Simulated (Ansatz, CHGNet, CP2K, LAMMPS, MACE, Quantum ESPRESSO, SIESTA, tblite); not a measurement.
# Running Na+ PF6- in dimethyl sulfoxide and ethylene carbonate at 300 K (96 atoms) with tblite

Wanted: tblite inputs and outputs for Na+ PF6- in dimethyl sulfoxide and ethylene carbonate at 300 K (96 atoms), checked against a plane-wave reference.

Program: tblite 0.8.0. Level of theory: the method is named at each step. Results are calculated unless marked as measured.

### 1. Set-up

The cell holds 96 atoms: 19 C, 5 S, 14 O, 42 H, 2 P, 12 F and 2 Na. Cell: a = 10.520 Å, b = 10.520 Å, c = 10.520 Å, α = 90.0°, β = 90.0°, γ = 90.0°. 5 dimethyl sulfoxide, 3 ethylene carbonate, 2 Na+, 2 PF6- placed at random, at 1.41 g/cm³; overlaps pushed apart, then 10 ps at 550 K with stiff harmonic cages for PF6 and BF4 with UFF radii; Joung-Cheatham ions (J. Phys. Chem. B 112, 9020 (2008)); MMFF94 bonds, angles, torsions, charges and radii (Halgren, J. Comput. Chem. 17, 490 (1996)) in harmonic and 12-6 forms; charges of ions scaled by 0.8. Snapshot after 30 ps at 300 K and fixed volume.

The yardstick, on the same geometry:

| Property | Result |
| --- | --- |
| method | Kohn-Sham DFT, PBE, PAW, plane waves (Ansatz 0.2.0); cutoff 420 eV, Γ point, fermi-dirac smearing of 0.05 eV; PAW set soft_2 |
| r.m.s. force component | 1.014 eV/Å |
| longest force | 5.086 eV/Å |
| pressure | 3.295 GPa |
| gap (highest filled to lowest empty level) | 4.07 eV |
| SCF cycles | 10 |
| time | 11 s on 4 threads of Arm Neoverse V2, shared host |
| CPU time | 39 s |

### 2. GFN1-xTB

Method: GFN1-xTB tight binding, diagonalisation.

File run.py:

```python
import numpy as np
from ase.io import read
from tblite.ase import TBLite

atoms = read("structure.xyz")
atoms.calc = TBLite(method="GFN1-xTB", electronic_temperature=580, accuracy=1.0, max_iterations=250, mixer_damping=0.4, verbosity=1)
energy = atoms.get_potential_energy()
forces = atoms.get_forces()
print(f"energy {energy:.6f} eV")
print("forces (eV/A)")
for i, (a, f) in enumerate(zip(atoms, forces)):
    print(f"{i:4d} {a.symbol:2s} {f[0]:10.5f} {f[1]:10.5f} {f[2]:10.5f}")
stress = -atoms.get_stress(voigt=False) * 160.21766
print("stress (GPa, compression positive)")
for row in stress:
    print(" ".join(f"{x:10.4f}" for x in row))
print("charges (e)")
print(np.array2string(atoms.get_charges(), precision=4, suppress_small=True, max_line_width=110, threshold=100000))
```

File structure.xyz:

```xyz
96
Lattice="10.52015 0.00000 0.00000 0.00000 10.52015 0.00000 0.00000 0.00000 10.52015" Properties=species:S:1:pos:R:3 pbc="T T T"
C 7.32497 1.26757 4.63339
S 7.34506 1.06338 2.88694
C 7.57619 9.74145 3.05116
O 5.98418 1.33143 2.26120
H 6.65999 2.12276 4.99644
H 6.95456 0.29404 5.05577
H 8.36362 1.35079 5.05725
H 8.52595 9.47550 3.51226
H 7.93545 9.30244 2.09772
H 6.76824 9.19714 3.55139
C 3.88614 2.39470 5.78345
S 2.94154 3.74475 6.62643
C 1.78706 2.62625 7.50834
O 3.77421 4.53334 7.61838
H 3.84080 2.54640 4.66421
H 4.89534 2.43973 6.09800
H 3.34120 1.41791 5.88960
H 1.31996 3.12722 8.36426
H 2.22501 1.69837 7.91063
H 0.99826 2.47266 6.76761
C 3.28050 2.75186 1.53731
S 2.12349 4.18344 1.22686
C 2.10866 4.69430 3.01423
O 2.83613 5.23504 0.42133
H 2.76985 2.10971 2.27414
H 3.47060 2.30128 0.56925
H 4.14368 3.03990 1.99452
H 1.47082 4.05573 3.59452
H 1.67523 5.71034 2.93986
H 3.13953 4.77752 3.38633
C 0.86665 7.64647 9.81288
S 10.07609 8.14849 0.46636
C 10.48722 9.97279 0.36105
O 8.72394 7.85392 10.49069
H 1.80705 8.03403 10.13101
H 0.91020 6.56762 9.82393
H 0.63405 7.94492 8.78790
H 9.58596 0.03366 0.82278
H 0.08385 10.31522 9.87095
H 0.97701 9.94322 0.95039
C 4.13295 10.04001 0.60607
S 5.23640 8.72120 1.07895
C 4.08087 8.07453 2.38376
O 5.24387 7.77292 10.44483
H 3.59705 10.51720 1.44263
H 4.67936 0.27626 10.51815
H 3.32700 9.70505 0.01946
H 3.59105 8.86102 2.86632
H 4.62066 7.52170 3.13427
H 3.41600 7.49413 1.84807
O 1.05643 1.08263 3.73076
C 0.77555 0.11446 4.39227
O 0.03829 0.09005 5.51550
C 0.28394 9.33243 6.02784
C 0.68949 8.50512 4.84474
O 1.17720 9.40165 3.97967
[... 36 atom lines left out ...]
F 5.74379 8.67376 6.06918
F 4.25866 7.14276 5.53381
Na 4.00734 5.99017 9.21060
Na 7.46510 7.76566 8.67555
```

Run with:

```console
$ OMP_NUM_THREADS=1 python run.py > output.txt
```

The log of the run:

```text
------------------------------------------------------------
  cycle        total energy    energy error   density error
------------------------------------------------------------
      1     -210.3446750753  -2.1144035E+02   6.4024183E-01
      2     -211.4101953750  -1.0655203E+00   4.0468630E-01
      3     -205.4531926422   5.9570027E+00   3.5677198E-01
      4     -215.1697202924  -9.7165277E+00   1.0262386E-01
      5     -215.2620683704  -9.2348078E-02   3.4597335E-02
      6     -215.2918926232  -2.9824253E-02   1.5576142E-02
      7     -215.2838254834   8.0671398E-03   1.6022795E-02
      8     -215.3024869879  -1.8661505E-02   8.3080907E-03
      9     -215.3080959075  -5.6089196E-03   1.0169679E-03
     10     -215.3080962082  -3.0065934E-07   5.6348031E-04
     11     -215.3080952888   9.1938301E-07   4.1739752E-04
     12     -215.3081122781  -1.6989365E-05   3.6748406E-05
     13     -215.3081121612   1.1691091E-07   3.8416825E-05
     14     -215.3081122992  -1.3802159E-07   7.9243950E-06
------------------------------------------------------------
 total:                                   2.538 sec
energy -5858.832158 eV
forces (eV/A)
   0 C    -0.79902   -0.15197    2.80115
   1 S     0.39178   -0.69097   -1.77336
   2 C     1.15945   -0.56901   -1.03047
   3 O     0.69930   -0.37987    0.87458
   4 H     1.08457   -1.12471   -0.65119
   5 H    -0.05780    1.10481    0.05979
   6 H    -0.92907    0.31317   -0.78320
   7 H    -0.06973    0.83171    1.25171
   8 H    -1.53258    0.34743   -0.24526
   9 H     0.13283    0.32401   -0.44097
  10 C    -1.58183   -0.46895   -1.40890
  11 S    -0.37391    0.64590   -0.01243
  12 C    -0.08645    0.13085    0.59967
  13 O    -0.28954   -1.55106   -0.47949
  14 H     0.09957    0.37721    1.19557
  15 H     0.71142   -0.36256    0.33164
  16 H     0.91631    0.81102    0.43356
  17 H     0.23101    0.25767   -0.26414
  18 H    -0.08003    0.32575   -0.54217
  19 H     0.22375   -0.34939    0.14709
  20 C    -2.68197   -0.12512   -0.83030
  21 S     0.14460   -0.82508    0.58859
  22 C     0.47822    1.53554   -1.21256
  23 O    -0.06025   -0.33936    0.61300
[...]
88 F    -0.89905    1.64133   -0.57481
  89 F    -0.71097   -0.42834    0.65244
  90 F     0.13441    0.80388    1.14302
  91 F     0.49700   -0.43881   -0.03842
  92 F     1.03649    0.67888   -0.17811
  93 F    -0.01103   -1.76889   -0.64243
  94 Na    0.22777    0.04401   -0.06343
  95 Na   -0.25036   -0.21288   -0.07831
stress (GPa, compression positive)
    0.3942     0.9166     0.6025
    0.9166     0.1723     0.2195
    0.6025     0.2195     1.2638
charges (e)
[-0.037   0.2682 -0.0694 -0.516   0.0562  0.0671  0.0626  0.0479  0.054   0.0723 -0.0536  0.2848 -0.0415
 -0.4488  0.0471  0.0646  0.0636  0.068   0.0413  0.0683 -0.0502  0.2701 -0.0477 -0.4572  0.0583  0.0523
  0.0706  0.0644  0.0529  0.0611 -0.0473  0.2639 -0.0493 -0.4421  0.0584  0.0805  0.071   0.0547  0.0574
  0.0427 -0.0359  0.2855 -0.0606 -0.4388  0.0471  0.0522  0.052   0.0568  0.0711  0.0648 -0.5355  0.7446
 -0.3979  0.1678  0.1884 -0.3977  0.0664  0.0692  0.0771  0.0297 -0.4878  0.7514 -0.3966  0.1855  0.1658
 -0.3903  0.0433  0.0718  0.0612  0.0664 -0.4716  0.7555 -0.3945  0.1723  0.1729 -0.3946  0.0811  0.0484
  0.0474  0.062   0.5505 -0.2382 -0.2589 -0.2114 -0.2479 -0.2347 -0.2307  0.5517 -0.2555 -0.2386 -0.2218
 -0.2073 -0.2334 -0.2331  0.5765  0.6123]
```

The job ended after 3.2 s (1 thread of Arm Neoverse V2, shared host; peak memory 0.16 GiB).

Banners, paths, timers and routine set-up lines are dropped from the logs unmarked, and long logs keep their key lines alone; longer cuts are marked.

Compared with the plane-wave run:

| Property | Result |
| --- | --- |
| r.m.s. force component | 0.9961 eV/Å |
| r.m.s. difference of force components | 302 meV/Å |
| longest difference of force vectors | 1411 meV/Å |
| force difference over r.m.s. force | 29.79 % |
| slope of forces against the reference's | 0.9381 |
| correlation of force components | 0.955 |
| pressure | 0.6101 GPa |
| pressure difference | -2.685 GPa |

Length of the force difference by element (eV/Å):

```
element  atoms  mean  most
      C     19  0.51   1.1
      F     12  0.33  0.51
      H     42  0.24  0.41
     Na      2  0.51  0.62
      O     14  0.84   1.2
      P      2  0.89   1.4
      S      5  0.60  0.98
```

A closer look about C54, which bears the longest force: 9 atoms, nearest first, numbered in the order of the input, with positions taken from that point.

```csv
atom,x,y,z,distance (Å),bonds,Mulliken charge (e),Fx,Fy,Fz (eV/Å)
C54,0.00,0.00,0.00,0.00,4,0.17,-4.34,-1.42,-1.07
H57,0.55,-0.01,0.84,1.00,1,0.07,2.64,0.18,2.95
H58,-1.01,-0.34,0.25,1.09,1,0.07,-0.21,-0.42,0.67
O53,-0.25,1.28,-0.51,1.40,2,-0.40,1.74,0.51,-1.40
C55,0.41,-0.83,-1.18,1.50,4,0.19,-1.28,-3.79,0.53
H60,-0.52,-1.17,-1.71,2.13,1,0.03,0.14,-0.66,0.69
C52,0.49,1.30,-1.64,2.15,3,0.74,0.71,1.19,-1.83
O56,0.89,0.07,-2.05,2.24,2,-0.40,1.60,2.95,-1.16
H59,1.05,-1.75,-0.99,2.27,1,0.08,-0.44,1.49,-0.12
```

Atoms are counted from 1 here, from 0 in the log.

Forces lie 30 % from the reference's, at 0.079 times its CPU time (on 1 against 4 cores).

### 3. Summary of results

```yaml
force_difference_from_the_reference: tblite GFN1-xTB, 30 %
its_cpu_time: 3.1 s
```

In words: Tight binding differs by 30 % (tblite GFN1-xTB); it is another model, with fitted parameters of its own, and the xTB methods hold dispersion. One electronic-structure run takes under half the reference's CPU time: tblite GFN1-xTB, at 30 % in 3.1 s against 39 s; its pressure misses by -2.7 GPa. Periodic xTB results under one method name differ between programs and library versions. The network of contacts between molecules at the start is that of the classical potential that made the cell, and needn't be the one that DFT or experiment would give. The reference's PBE has no dispersion term, which matters for the binding between molecules or layers. The density was typed from a rule of thumb and may lie off the real one at this temperature. The electronic-structure runs sample only Γ, in a cell whose shortest periodic width is 11 Å.

[Also dropped from logs without a mark: logging warnings of Python, and SIESTA's first energy breakdown and zero terms.]

[Logs are printed without paths, hosts, clocks, repeated set-up lines and the standing remarks that a program may print on its own settings, such as how far it seeks lower states.]

[Hosts, paths, dates, database ids (printed as entryN), source tags and the programs' standing remarks are cut or masked in the printed files.]

[The MMFF94 radii named for the starting cell were scaled by 0.96; in molecules described by MMFF94, hydrogen bound to N, O or S took a small fixed 12-6 site in their place.]
